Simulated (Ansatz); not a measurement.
# Tl2Se (model cell, started as antifluorite): relaxing the cell for a phonon run

Wanted: the relaxed cell of Tl2Se (model cell, started as antifluorite).

Calculated with Ansatz 0.2.0; DFT PBE, scalar-relativistic, plane waves, PAW.

The structure was built from a prototype and need not be the compound's stable phase.

**1. Starting point**

Symmetry: Fm-3m, No. 225, cubic system. Conventional cell: a = 7.715 Å, b = 7.715 Å, c = 7.715 Å, α = 90.00°, β = 90.00°, γ = 90.00°. Nearest to Se lie 8 Tl at 3.34 Å. Nearest to Tl lie 4 Se at 3.34 Å. Farther neighbours and most contacts between anions are not listed.

Coordinates:

```cif
data_structure
_symmetry_space_group_name_H-M 'P 1'
_symmetry_Int_Tables_number 1
_cell_length_a 5.4555
_cell_length_b 5.4555
_cell_length_c 5.4555
_cell_angle_alpha 60.000
_cell_angle_beta 60.000
_cell_angle_gamma 60.000
_cell_volume 114.81
loop_
_atom_site_label
_atom_site_type_symbol
_atom_site_fract_x
_atom_site_fract_y
_atom_site_fract_z
_atom_site_occupancy
Se1 Se 0.00000 0.00000 0.00000 1
Tl2 Tl 0.25000 0.25000 0.25000 1
Tl3 Tl 0.75000 0.75000 0.75000 1
```

**2. Probe on a coarse mesh**

A quick single point on a coarse mesh tells whether the cell has a gap and how far it is from rest, which sets the k mesh and smearing that follow.

The input, input.yaml:

```yaml
crystal:
  lattice:
    - [0.0, 3.85762, 3.85762]
    - [3.85762, 0.0, 3.85762]
    - [3.85762, 3.85762, 0.0]
  atoms:
    - { symbol: Se, position: [0.0, 0.0, 0.0] }
    - { symbol: Tl, position: [0.25, 0.25, 0.25] }
    - { symbol: Tl, position: [0.75, 0.75, 0.75] }
kpoints:
  mp_grid: { grid: [4, 4, 4] }
hamiltonian:
  xc: pbe
scf:
  occupations: { method: gaussian, width: 0.1 }
output:
  forces: true
  stress: true
  eigenvalues: true
```

Command:

```
$ ansatz run input.yaml --threads 4 --pin off --max-ram 7168MiB --backend cpu --events-out ev --progress --plain --runs-dir out
```

Numbers of over 12 decimals in the logs are rounded to 6 here.

What it wrote:

```text
Engine: ansatz 0.2.0, aarch64-unknown-linux-gnu
Pseudopotentials: kind: paw
Pseudopotential: Se, paw, valence charge 16, recommended cutoff 420 eV (normal), Se.paw.azcp
Pseudopotential: Tl, paw, valence charge 13, recommended cutoff 420 eV (normal), Tl.paw.azcp
Functional definition: PBE
  parameter kappa = 0.804
  parameter beta = 0.066725
  exchange = pbe_x(kappa = kappa, mu = beta*pi^2/3)
[...]
k-point 0: bands = [... 17 lower, 2.1272, 4.1749, 4.1749, 4.1749, 6.9378, 6.9378, 6.9378, 10.6841, ... 1 higher]
  k-point 1: bands = [... 17 lower, 1.3320, 3.9527, 3.9527, 4.5341, 7.4244, 7.4244, 8.2692, 9.8201, ... 1 higher]
  k-point 2: bands = [... 17 lower, 0.5280, 3.7818, 3.7818, 5.3894, 7.6971, 7.6971, 8.7552, 9.1955, ... 1 higher]
  k-point 7: bands = [... 17 lower, -0.0538, 2.9655, 4.8287, 4.8287, 6.6117, 7.5626, 9.6689, 9.6689, ... 1 higher]
[key lines of the parts left out:]
SCF converged after 7 iterations
Free energy (F): -28358.286675 eV
Fermi energy:    5.807960 eV
P = ⅓ Tr σ = -1.1678 GPa (-11.678 kbar)
```

Run time: 0.47 s. Hardware: 4 threads of Arm Neoverse V2, shared host; peak memory 0.37 GiB.

A gap read on the k-mesh alone can miss the band edges.

This step gave:

| Item | Value |
| --- | --- |
| pressure | -1.168 GPa |
| volume per atom | 38.27 Å³ |
| gap on the k-mesh | 0.3777 eV |
| direct gap on mesh | 0.3777 eV |

The coarse mesh shows a gap of 0.38 eV and a pressure of -1.2 GPa.

**3. Bringing the structure to rest**

The cell and atoms are relaxed, since residual forces and stress would shift the frequencies.

input.yaml, the sections that differ from step 2:

```yaml
kpoints:
  mp_grid: { grid: [8, 8, 8] }
scf:
  occupations: { method: gaussian, width: 0.02 }
output:
  forces: true
  stress: true
  eigenvalues: true
  write_density: true
  write_potential: true
  elf: true
  volumetric_format: npy
relax:
  adjacent_minimum: "off"
  f_tol: 0.005
  max_steps: 80
  cell: { stress_tol: 0.05 }
# crystal, hamiltonian: as in step 2
```

What it wrote:

```text
[...]
Crystal: 3 atoms, lattice volume = 114.812 Å³
Basis set: ecut = 420 eV, 2229 PW (Γ), exchange–correlation on 80×80×80 points (8 copies of the dense FFT grid, shifted against one another)
Bands: 26, of which v1, the nominal top of the filled ones, is band 21 counted from 1 (20 counted from 0)
Symmetry: 48 space group operations
[...]
k-points: 29 of 512
[...]
SCF iter   1: F=—  HF=-28358.287615 eV  |F-HF|=—  |Δ(HF+E_count)|=         —  Δρ=5.69e-4  dr2=5.44e-4  ethr=1.77e-3  ⟨swp⟩=6.1  Hψ=3032  notcnv=0
[...]
SCF iter   6: F=-28358.287086 eV  HF=-28358.287086 eV  |F-HF|=3.36e-8  |Δ(HF+E_count)|=   2.10e-7  Δρ=5.67e-6  dr2=4.25e-8  ethr=2.38e-10  ⟨swp⟩=9.3  Hψ=5166  notcnv=0
SCF 1 converged in 6 iterations: F = -28358.287086 eV  dr2 = 4.25e-8
[...]
relax step   1: F+E_penalty+E_count = -28358.28708555 eV  Δ(F+E_penalty+E_count) = +0.000e0 eV  max|allowed force component| = 2.313e-17 eV/Å  Δτ_max = 0.0000 Å  P = -1.047 GPa  Ω = 114.812 Å³  (6 SCF iters, dr2 threshold 1.00e-7 eV, accepted)
Crystal: 3 atoms, lattice volume = 111.218 Å³
Basis set: ecut = 420 eV, 2109 PW (Γ), exchange–correlation on 80×80×80 points (8 copies of the dense FFT grid, shifted against one another)
[...]
iter 1 solved again at ethr=1.80e-5 eV; its pass at ethr=3.10e-3 eV (dr2=7.56e-3 eV) is discarded
[...]
SCF iter   5: F=-28358.304960 eV  HF=-28358.304960 eV  |F-HF|=8.29e-8  |Δ(HF+E_count)|=   1.40e-6  Δρ=9.33e-6  dr2=5.46e-8  ethr=7.14e-10  ⟨swp⟩=10.8  Hψ=6286  notcnv=0
SCF 2 converged in 5 iterations: F = -28358.304960 eV  dr2 = 5.46e-8
relax step   2: F+E_penalty+E_count = -28358.30496003 eV  Δ(F+E_penalty+E_count) = -1.787e-2 eV  max|allowed force component| = 1.234e-16 eV/Å  Δτ_max = 0.0000 Å  P = -0.481 GPa  Ω = 111.218 Å³  energy of the carried Pulay correction = +5.329e-4 eV  (5 SCF iters, dr2 threshold 3.00e-7 eV, accepted)
Crystal: 3 atoms, lattice volume = 108.332 Å³
Basis set: ecut = 420 eV, 2085 PW (Γ), exchange–correlation on 80×80×80 points (8 copies of the dense FFT grid, shifted against one another)
[...]
SCF iter   5: F=-28358.309356 eV  HF=-28358.309356 eV  |F-HF|=6.16e-8  |Δ(HF+E_count)|=   1.22e-6  Δρ=7.06e-6  dr2=3.36e-8  ethr=7.14e-10  ⟨swp⟩=10.3  Hψ=6370  notcnv=0
SCF 3 converged in 5 iterations: F = -28358.309356 eV  dr2 = 3.36e-8
relax step   3: F+E_penalty+E_count = -28358.30935596 eV  Δ(F+E_penalty+E_count) = -4.396e-3 eV  max|allowed force component| = 1.203e-16 eV/Å  Δτ_max = 0.0000 Å  P = +0.057 GPa  Ω = 108.332 Å³  energy of the carried Pulay correction = +9.820e-4 eV  (5 SCF iters, dr2 threshold 3.00e-7 eV, accepted)
[...]
relax step   4: F+E_penalty+E_count = -28358.30935889 eV  Δ(F+E_penalty+E_count) = -2.926e-6 eV  max|allowed force component| = 1.511e-16 eV/Å  Δτ_max = 0.0000 Å  P = -0.003 GPa  Ω = 108.629 Å³  energy of the carried Pulay correction = +9.348e-4 eV  (5 SCF iters, dr2 threshold 8.05e-9 eV, accepted)
Basis set: ecut = 420 eV, 2109 PW (Γ), exchange–correlation on 72×72×72 points (8 copies of the dense FFT grid, shifted against one another)
[...]
SCF iter   6: F=-28358.308447 eV  HF=-28358.308447 eV  |F-HF|=7.28e-12  |Δ(HF+E_count)|=  9.09e-11  Δρ=1.65e-7  dr2=1.96e-11  ethr=1.00e-12  ⟨swp⟩=4.8  Hψ=3382  notcnv=0
SCF 5 converged in 6 iterations: F = -28358.308447 eV  dr2 = 1.96e-11
relax step   5: F+E_penalty+E_count = -28358.30844744 eV  Δ(F+E_penalty+E_count) = +9.114e-4 eV  max|allowed force component| = 1.049e-16 eV/Å  Δτ_max = 0.0000 Å  P = -0.005 GPa  Ω = 108.629 Å³  stress off target by 4.58e-3 GPa  SCF on the basis re-selected at this cell (its energy is not comparable with the rows above)  (6 SCF iters)
basis re-selected at this cell: Δ(F+E_penalty+E_count) = +9.114e-4 eV, ΔP = -0.002 GPa vs the last step (what re-selecting the basis moved, of the pressure what is left beyond the Pulay correction that the steps carried, after the strain that the cell walked since its last selection, with what the two solves' SCF thresholds leave and, on support functions, any second-order correction that the steps lacked; it is no measure of the basis error at this ecutwfc). The dense FFT grid was sized anew with the basis: this SCF ran on 36×36×36 points, the steps before it on 40×40×40, so part of this shift can come from that change (see relax.cell in the input reference). [rest of the remark cut]
SCF converged after 6 iterations
Free energy (F): -28358.308447 eV
[...]
Internal energy: -28358.308447 eV  (E = F + TS)
E sigma→0 (E₀):  -28358.308447 eV
Fermi energy:    6.445448 eV
[...]
--- Stress (GPa, compression-positive) ---
       -0.004576      -0.000000      -0.000000
       -0.000000      -0.004576      -0.000000
       -0.000000      -0.000000      -0.004576
  P = ⅓ Tr σ = -0.0046 GPa (-0.046 kbar)
--- Band table (eV; the first three rows and the last of 29) ---
  k-point 0: bands = [... 17 lower, 2.8839, 4.6619, 4.6619, 4.6619, 7.4671, 7.4671, 7.4671, 11.4070, ... 1 higher]
  k-point 1: bands = [... 17 lower, 2.6193, 4.5818, 4.5818, 4.6930, 7.6371, 7.6371, 8.0334, 10.9439, ... 1 higher]
  k-point 2: bands = [... 17 lower, 1.9560, 4.4177, 4.4177, 5.1138, 7.9864, 7.9864, 8.9116, 10.5966, ... 1 higher]
  k-point 28: bands = [... 17 lower, 0.4164, 3.3340, 5.4285, 5.4285, 7.1916, 8.1587, 10.4081, 10.4081, ... 1 higher]
--- Relaxed structure (4 steps of the walk, 4 accepted, 1 SCFs on fresh bases) ---
  F+E_penalty+E_count = -28358.30844744 eV   max|allowed force component| = 1.049e-16 eV/Å   (the final SCF, on the basis selected at the relaxed cell)
  cell:  # Å, volume = 108.6294 Å³
    - [0, 3.787092, 3.787092]
    - [3.787092, 0, 3.787092]
    - [3.787092, 3.787092, 0]
  atoms:
    - { symbol: Se, position: [0, 0, 0] }
    - { symbol: Tl, position: [0.25, 0.25, 0.25] }
    - { symbol: Tl, position: [0.750000, 0.750000, 0.750000] }
```

Wall time 5.7 s (4 threads); peak memory 0.47 GiB.

Step by step:

| step | energy less that of the first step (eV) | largest force component (eV/Å) | pressure (GPa) | volume (Å³) |
| --- | --- | --- | --- | --- |
| 1 | 0.0000 | 0.0000 | -1.05 | 114.81 |
| 2 | -0.0179 | 0.0000 | -0.48 | 111.22 |
| 3 | -0.0223 | 0.0000 | 0.06 | 108.33 |
| 4 | -0.0223 | 0.0000 | 0.00 | 108.63 |
| 5* | -0.0214 | 0.0000 | 0.00 | 108.63 |

Relaxation steps marked * repeat the geometry before them on a plane-wave basis chosen anew for their cell, so energy and pressure can jump there.

Forces are held to the 48 operations that the run works with; a distortion that breaks them can't arise in this run.

| conventional cell, symmetrised | before | after | change |
| --- | --- | --- | --- |
| a (Å) | 7.715 | 7.574 | -1.8 % |
| b (Å) | 7.715 | 7.574 | -1.8 % |
| c (Å) | 7.715 | 7.574 | -1.8 % |
| volume (Å³/atom) | 38.27 | 36.21 | -5.4 % |

The relaxed structure:

```xyz
3
Lattice="0.0000 3.7871 3.7871 3.7871 0.0000 3.7871 3.7871 3.7871 0.0000" Properties=species:S:1:pos:R:3 pbc="T T T"
Se    0.0000    0.0000    0.0000
Tl    1.8935    1.8935    1.8935
Tl    5.6806    5.6806    5.6806
```

This step gave:

```yaml
pressure: -0.004576 GPa
volume_per_atom: 36.21 Å³
gap_on_the_k_mesh: 0.1492 eV
direct_gap_on_mesh: 0.1492 eV
```

ELF in the ac plane of a cell with a along [110], b along [-110] and c along [001] of the cube at fractional y = 0.000, with atoms of Se and Tl within 0.2 Å of it. It is the smooth field of the valence electrons, not physical close to the nuclei.

Ten even steps from '0' (0.00) to '9' (0.78), each cell a mean:
```
489841111137995489841111137995
999632343225899999632343225899
997423454423689997423454423689
874234423432367874234423432367
431244100343124431244100343124
111244100353111111244100353111
001345423554100001345423554100
000244555543100000244555543100
000123344331000000123344331000
000001111100000000001111100000
000000010000000000000010000000
000012222211000000012222211000
000134444432000000134444432000
000245544553100000245544553100
001345311454100001345311454100
211244100353112211244100353112
652234201442236652234201442236
986324444432479986324444432479
998523444323799998523444323799
789732232226998789732232226998
269851111137984269851111137984
```
Columns run along a (10.7 Å), rows up along c (7.6 Å), edges of the conventional cell, whose origin can differ from the input's. Atoms in or near the plane, at fractional coordinates: Se at (0.00, 0.00), Se at (0.50, 0.00), Tl at (0.25, 0.25), Tl at (0.75, 0.25), Tl at (0.25, 0.75), Tl at (0.75, 0.75).

Electrostatic potential energy in the ac plane of a cell with a along [110], b along [-110] and c along [001] of the cube at fractional y = 0.000, with atoms of Se and Tl within 0.2 Å of it. With pseudopotentials it is smooth inside the atoms' cores, unlike the true potential.

Ten even steps from '_' (-39 eV) to '@' (10 eV), each cell a mean:
```
##****%%@@@@@@@@@@@@@@@@##++####****%%@@@@@@@@@@@@@@@@##++##
++++##@@@@@@%%%%%%@@@@@@%%**++++++##@@@@@@%%%%%%@@@@@@%%**++
##%%@@@@@@%%**==++##%%@@@@%%####%%@@@@@@%%**==++##%%@@@@%%##
@@@@@@@@%%++..____--##@@@@@@@@@@@@@@@@%%++..____--##@@@@@@@@
@@@@@@@@%%--________**@@@@@@@@@@@@@@@@%%--________**@@@@@@@@
@@@@@@@@%%--________**%%@@@@@@@@@@@@@@%%--________**%%@@@@@@
@@@@@@@@%%++..____--##@@@@@@@@@@@@@@@@%%++..____--##@@@@@@@@
@@@@@@@@@@%%**==++##%%@@@@@@@@@@@@@@@@@@%%**==++##%%@@@@@@@@
@@@@@@@@@@@@%%%%%%@@@@@@@@@@@@@@@@@@@@@@@@%%%%%%@@@@@@@@@@@@
@@@@@@@@@@@@@@@@@@@@@@@@@@@@@@@@@@@@@@@@@@@@@@@@@@@@@@@@@@@@
@@@@@@@@@@@@@@@@@@@@@@@@@@@@@@@@@@@@@@@@@@@@@@@@@@@@@@@@@@@@
@@@@@@@@@@@@@@@@@@@@@@@@@@@@@@@@@@@@@@@@@@@@@@@@@@@@@@@@@@@@
@@@@@@@@@@%%%%####%%@@@@@@@@@@@@@@@@@@@@%%%%####%%@@@@@@@@@@
@@@@@@@@%%##--..::++%%@@@@@@@@@@@@@@@@%%##--..::++%%@@@@@@@@
@@@@@@@@%%==______..**@@@@@@@@@@@@@@@@%%==______..**@@@@@@@@
@@@@@@@@##::________++%%@@@@@@@@@@@@@@##::________++%%@@@@@@
@@@@@@@@%%==______..**@@@@@@@@@@@@@@@@%%==______..**@@@@@@@@
%%@@@@@@@@##--..::++%%@@@@@@@@%%@@@@@@@@##--..::++%%@@@@@@@@
++**%%@@@@%%######%%@@@@@@##**++**%%@@@@%%######%%@@@@@@##**
**++**@@@@@@@@@@@@@@@@@@%%++****++**@@@@@@@@@@@@@@@@@@%%++**
%%**++%%@@@@@@@@@@@@@@@@##++##%%**++%%@@@@@@@@@@@@@@@@##++##
```
Columns run along a (10.7 Å; values clipped at the 3rd and 97th percentile), rows up along c (7.6 Å), edges of the conventional cell, whose origin can differ from the input's. Atoms in or near the plane, at fractional coordinates: Se at (0.00, 0.00), Se at (0.50, 0.00), Tl at (0.25, 0.25), Tl at (0.75, 0.25), Tl at (0.25, 0.75), Tl at (0.75, 0.75).

Valence density in the ac plane of a cell with a along [110], b along [-110] and c along [001] of the cube at fractional y = 0.000, with atoms of Se and Tl within 0.2 Å of it. It is the smooth field of the valence electrons, not physical close to the nuclei.

Values in e/Å³, 11 rows by 16 columns, each cell a mean:
```
 9  1  0  0  0  0  0  5  9  1  0  0  0  0  0  5
 0  0  0  1  2  0  0  0  0  0  0  1  2  0  0  0
 0  0  1  4  6  1  0  0  0  0  1  4  6  1  0  0
 0  0  0  2  3  1  0  0  0  0  0  2  3  1  0  0
 0  0  0  0  0  0  0  0  0  0  0  0  0  0  0  0
 0  0  0  0  0  0  0  0  0  0  0  0  0  0  0  0
 0  0  0  0  0  0  0  0  0  0  0  0  0  0  0  0
 0  0  0  3  4  1  0  0  0  0  0  3  4  1  0  0
 0  0  1  4  5  1  0  0  0  0  1  4  5  1  0  0
 1  0  0  1  1  0  0  1  1  0  0  1  1  0  0  1
15  1  0  0  0  0  0  9 15  1  0  0  0  0  0  9
```
Columns run along a (10.7 Å), rows up along c (7.6 Å), edges of the conventional cell, whose origin can differ from the input's. Atoms in or near the plane, at fractional coordinates: Se at (0.00, 0.00), Se at (0.50, 0.00), Tl at (0.25, 0.25), Tl at (0.75, 0.25), Tl at (0.25, 0.75), Tl at (0.75, 0.75).

In this step the volume went from 38.27 to 36.21 Å³/atom.

**4. Relaxing to small forces for the phonons**

Phonons need a cell at rest on their own settings, so the relaxation is repeated with tight tolerances on forces and stress, using the mesh and the filling of the phonon run that follows.

input.yaml, the sections that differ from step 3:

```yaml
crystal:
  lattice:
    - [0.0, 3.7870920244, 3.7870920244]
    - [3.7870920244, 0.0, 3.7870920244]
    - [3.7870920244, 3.7870920244, 0.0]
  atoms:
    - { symbol: Se, position: [0.0, 0.0, 0.0] }
    - { symbol: Tl, position: [0.25, 0.25, 0.25] }
    - { symbol: Tl, position: [0.75, 0.75, 0.75] }
output:
  forces: true
  stress: true
  eigenvalues: true
relax:
  adjacent_minimum: "off"
  f_tol: 0.001
  max_steps: 60
  cell: { stress_tol: 0.01 }
# kpoints, hamiltonian, scf: as in step 3
```

What it wrote:

```text
[...]
Crystal: 3 atoms, lattice volume = 108.629 Å³
Basis set: ecut = 420 eV, 2109 PW (Γ), exchange–correlation on 72×72×72 points (8 copies of the dense FFT grid, shifted against one another)
Bands: 26, of which v1, the nominal top of the filled ones, is band 21 counted from 1 (20 counted from 0)
Symmetry: 48 space group operations
[...]
k-points: 29 of 512
[...]
--- Relaxed structure (1 steps of the walk, 1 accepted, 1 SCFs on fresh bases) ---
[...]
cell:  # Å, volume = 108.6294 Å³
    - [0.0, 3.7870920244, 3.7870920244]
    - [3.7870920244, 0.0, 3.7870920244]
    - [3.7870920244, 3.7870920244, 0.0]
  atoms:
    - { symbol: Se, position: [0.0, 0.0, 0.0] }
    - { symbol: Tl, position: [0.25, 0.25, 0.25] }
    - { symbol: Tl, position: [0.750000, 0.750000, 0.750000] }
[key lines of the parts left out:]
SCF converged after 6 iterations
Free energy (F): -28358.308447 eV
Fermi energy:    6.445447 eV
P = ⅓ Tr σ = -0.0046 GPa (-0.046 kbar)
```

It took 2.2 s on 4 threads; peak memory 0.44 GiB.

Little changed from the start: no atom moved by 0.005 Å and no cell edge by 0.1 %.

Numbers from this step:

```
pressure : -0.004571 GPa
```

The forces vanish by symmetry and the pressure is -0.005 GPa, within the tolerances set. The cell now holds 36.21 Å³/atom.

**5. Summary of results**

```yaml
space_group_after_relaxation: Fm-3m
lattice_constant_a: 7.574 Å
lattice_constant_b: 7.574 Å
lattice_constant_c: 7.574 Å
volume_per_atom: 36.2 Å³
gap_on_the_k_mesh: 0.149 eV
```

In words: The forces vanish by symmetry and the pressure is -0.005 GPa, within the tolerances set. The cell now holds 36.21 Å³/atom. The relaxation keeps the symmetry of its start, so it says nothing on stability against lower symmetry. Spin-orbit coupling is left out, which can matter for the heavy elements here. The starting cell was built on a prototype and not taken from a measurement, so the phase need not exist.

[Logs are printed without paths, hosts, clocks, repeated set-up lines and the standing remarks that a program may print on its own settings, such as how far it seeks lower states.]

[Hosts, paths, dates, database ids (printed as entryN), source tags and the programs' standing remarks are cut or masked in the printed files.]
